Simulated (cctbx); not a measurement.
# Diagnosing a refinement

Cell a = 7.2550 Å, b = 9.3380 Å, c = 6.5350 Å, α = 90.00°, β = 90.00°, γ = 90.00°; space group Pnma (no. 62).

The data are simulated with cctbx, not measured: Ag Kα, λ = 0.56087 Å, to d = 0.75 Å, 80 % of the full sphere, strongest reflection 40000 counts, noise from counting, a 2 % proportional error and a noise floor of 8 counts (s.d.); no absorption.

An anisotropic refinement with weights 1/σ² prints:

```text
Rint 0.022, 578 unique reflections to 0.75 A
cycle     R1     wR2    GooF  max shift (A)
   1  0.2546  0.5315  27.522   0.01197
   2  0.2553  0.5133  26.584   0.00008
final R1 0.2553 wR2 0.5133 GooF 26.584  parameters 18  data/parameter 32.1
atom        x        y        z      Ueq    occ   su(xyz)  su(Uiso or U11)
Pr1    0.08267  0.25000  0.97987   0.0100  1.000  0.00060  0.0020
Ru1    0.00000  0.00000  0.50000   0.0096  1.000  0.00000  0.0037
S1     0.46498  0.25000  0.11185   0.0141  1.000  0.00316  0.0087
difference map: max 43.32 min -8.31 rms 3.04
Q1    0.2040  0.5512  0.1885    8   45.30  2.52 A from Ru1
Q2    0.0891  0.2500  0.9750    4   36.62  0.06 A from Pr1
Q3    0.0000  0.0000  0.5000    4   13.29  0.00 A from Ru1
Q4    0.0241  0.7500  0.7898    4   11.27  1.17 A from S1
Q5    0.0179  0.7500  0.6661    4    8.65  0.38 A from S1
Q6    0.1325  0.5548  0.8026    8    6.04  2.26 A from Ru1
```

**Question.** Can this result stand? If not, what is the likely fault?

Mend it. The fault: an atom left out, S at (0.7043, 0.5507, 0.3104). Against the right model at the same level, R1 goes from 0.0080 to 0.2553 and GooF from 0.93 to 26.58 and the top difference peak, 45.3 e/Å³, lies 2.52 Å from Ru1. Q1 is the missing atom. With scattering power missing, scale and phases suffer, so peaks may also grow on the heavy atoms.

The compound is PrRuS3. The right model at the same level gives:

```text
Rint 0.022, 578 unique reflections to 0.75 A
cycle     R1     wR2    GooF  max shift (A)
   1  0.0081  0.0180   0.941   0.00006
   2  0.0080  0.0178   0.928   0.00000
final R1 0.0080 wR2 0.0178 GooF 0.928  parameters 27  data/parameter 21.4
atom        x        y        z      Ueq    occ   su(xyz)  su(Uiso or U11)
Pr1    0.08360  0.25000  0.97920   0.0156  1.000  0.00002  0.0001
Ru1    0.00000  0.00000  0.50000   0.0179  1.000  0.00000  0.0001
S1     0.70435  0.55075  0.31046   0.0216  1.000  0.00007  0.0002
S2     0.46624  0.25000  0.11304   0.0251  1.000  0.00010  0.0003
difference map: max 0.30 min -0.36 rms 0.09
Q1    0.1725  0.6111  0.1232    8    0.32  0.75 A from S1
Q2    0.2027  0.2500  0.2652    4    0.31  1.89 A from S2
Q3    0.2542  0.1093  0.2805    8    0.30  1.65 A from S1
Q4    0.2115  0.2500  0.5754    4    0.30  2.10 A from S1
Q5    0.0782  0.0494  0.3489    8    0.28  1.23 A from Ru1
Q6    0.1222  0.6529  0.2605    8    0.28  1.22 A from S1
```

The model was made for the exercise: a known structure type with other elements put in, its volume estimated, not relaxed; displacement parameters are assumed.

[Middle refinement cycles are left out of these outputs.]

[Logs are printed without paths, hosts, clocks, repeated set-up lines and the standing remarks that a program may print on its own settings, such as how far it seeks lower states.]
